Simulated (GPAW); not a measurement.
**GaN (F-43m): refractive index against wavelength**

The refractive index of GaN (F-43m) below the direct gap (1.74 eV on the mesh) is read from one computed spectrum, n = √(Re ε).

Cell: a, b, c = 3.187, 3.187, 3.187 Å (primitive vectors), 2 atoms.

Method: GPAW 26.7.0, LDA, RPA, k-mesh 13×13×13, local fields up to 50 eV, Lorentzian half width 0.15 eV.

Launch of the response step: `OMP_NUM_THREADS=1 python df.py`. The run took 34 s, its band step included, on 1 thread of Arm Neoverse V1 (shared host).

| wavelength (nm) | photon energy E (eV) | n |
| --- | --- | --- |
| 3000 | 0.413 | 2.4350 |
| 2000 | 0.620 | 2.4442 |
| 1550 | 0.800 | 2.4560 |
| 1310 | 0.946 | 2.4687 |
| 1064 | 1.165 | ? |

In the single-oscillator model n² − 1 = E₀E_d/(E₀² − E²), so 1/(n² − 1) = E₀/E_d − E²/(E₀E_d) is linear in E².

Working, on the rows shown:

| x = E² (eV²) | y = 1/(n² − 1) |
| --- | --- |
| 0.170801 | 0.202872 |
| 0.384302 | 0.201041 |
| 0.639837 | 0.198731 |
| 0.895757 | 0.196291 |

Means: x̄ = 0.52267, ȳ = 0.19973. Σ(x − x̄)(y − ȳ) = -0.002687, Σ(x − x̄)² = 0.2959. Slope = -0.002687 / 0.2959 = -0.009081; intercept = ȳ − slope · x̄ = 0.20448. Turned back into n, the line misses the rows shown by at most 0.00032.

Q: Fill in the last column of the withheld row.

A: At x = 1.3578 the line gives y = 0.19215, that is 2.4908. The run gave 2.4948, so the extrapolation is off by 0.004, 7 % of the range in the table. Beyond its data the fit drifts from the curve.

Refitted with all rows, the slope is -0.009649 and the intercept 0.20473. These give E₀ = √(intercept/−slope) = 4.61 eV and E_d = E₀/intercept = 22.5 eV; E₀ is 2.6 times the direct gap. The electronic limit at long wavelengths, without lattice vibrations, is n = √(1 + 1/intercept) = 2.426. Excitons are left out; LDA gaps are as a rule too small. The values come from a sum over the points of one k-mesh and carry its error, which grows as the direct gap shrinks. The local-field cutoff holds few shells of reciprocal vectors for this small cell, so ε∞ can read a few per cent high. Spin-orbit coupling is left out.
